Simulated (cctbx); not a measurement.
## Diagnosing a refinement

Cell a = 10.1780 Å, b = 11.9890 Å, c = 6.0030 Å, α = 90.00°, β = 90.00°, γ = 90.00°; space group Ibam (no. 72).

Simulated single-crystal data (cctbx): Ag Kα, λ = 0.56087 Å, to d = 0.6 Å, 50 % of the full sphere, strongest reflection 5000 counts, noise from counting, a 4 % proportional error and a noise floor of 8 counts (s.d.); no absorption.

An isotropic refinement with weights 1/σ² prints:

```text
Rint 0.091, 928 unique reflections to 0.60 A
cycle     R1     wR2    GooF  max shift (A)
   1  0.7283  0.9542  11.224   0.42094
   6  0.0392  0.0767   0.903   0.00000
final R1 0.0392 wR2 0.0767 GooF 0.903  parameters 13  data/parameter 71.4
atom        x        y        z      Ueq    occ   su(xyz)  su(Uiso or U11)
Os1    0.61128  0.86683  0.00000   0.0067  1.000  0.00006  0.0001
Os2    0.00000  0.00000  0.75000   0.0070  1.000  0.00000  0.0001
Sm1    0.25827  0.12976  0.50000   0.0086  1.000  0.00008  0.0001
Ge1    0.85183  0.89222  0.00000   0.0106  1.000  0.00018  0.0003
Ge2    0.50000  0.26496  0.25000   0.0097  1.000  0.00014  0.0003
Ge3    0.50000  0.00000  0.75000   0.0098  1.000  0.00000  0.0004
difference map: max 7.80 min -6.76 rms 1.62
Q1    0.0741  0.2135  0.5000    8    8.11  1.70 A from Ge2
Q2    0.2533  0.0707  0.4258   16    6.60  0.84 A from Sm1
Q3    0.2197  0.0661  0.0000    8    6.30  0.88 A from Ge1
Q4    0.0966  0.0565  0.3837   16    6.27  1.44 A from Os2
Q5    0.1424  0.2977  0.5000    8    6.15  0.89 A from Os1
Q6    0.1442  0.2250  0.4357   16    6.05  1.67 A from Sm1
```

**Question.** Can this result stand? If not, what is the likely fault?

It can stand. The set-up had a fault (start far from the minimum), but the refinement still reached the right minimum: R1 = 0.0392, wR2 = 0.0767, GooF = 0.90 against R1 = 0.0392, wR2 = 0.0767, GooF = 0.90 for the right model.

The compound is Sm2Ge5Os3. The right model at the same level gives:

```text
Rint 0.091, 928 unique reflections to 0.60 A
cycle     R1     wR2    GooF  max shift (A)
   1  0.1851  0.3503   4.121   0.05620
   2  0.0392  0.0767   0.903   0.00000
final R1 0.0392 wR2 0.0767 GooF 0.903  parameters 13  data/parameter 71.4
atom        x        y        z      Ueq    occ   su(xyz)  su(Uiso or U11)
Os1    0.61128  0.86683  0.00000   0.0067  1.000  0.00006  0.0001
Os2    0.00000  0.00000  0.75000   0.0070  1.000  0.00000  0.0001
Sm1    0.25827  0.12976  0.50000   0.0086  1.000  0.00008  0.0001
Ge1    0.85183  0.89222  0.00000   0.0106  1.000  0.00018  0.0003
Ge2    0.50000  0.26496  0.25000   0.0097  1.000  0.00014  0.0003
Ge3    0.50000  0.00000  0.75000   0.0098  1.000  0.00000  0.0004
difference map: max 7.80 min -6.76 rms 1.62
Q1    0.0741  0.2135  0.5000    8    8.11  1.70 A from Ge2
Q2    0.2533  0.0707  0.4258   16    6.60  0.84 A from Sm1
Q3    0.2197  0.0661  0.0000    8    6.30  0.88 A from Ge1
Q4    0.0966  0.0565  0.3837   16    6.27  1.44 A from Os2
Q5    0.1424  0.2977  0.5000    8    6.15  0.89 A from Os1
Q6    0.1442  0.2250  0.4357   16    6.05  1.67 A from Sm1
```

Isotropic U is held between 0.0001 and 1 Å² by the program, and listed peak heights are interpolated, so they can pass the grid's maximum.

The model was made for the exercise: a known structure type with other elements put in, its volume estimated, not relaxed; displacement parameters are assumed.

[Middle refinement cycles are left out of these outputs.]

[Logs are printed without paths, hosts, clocks, repeated set-up lines and the standing remarks that a program may print on its own settings, such as how far it seeks lower states.]
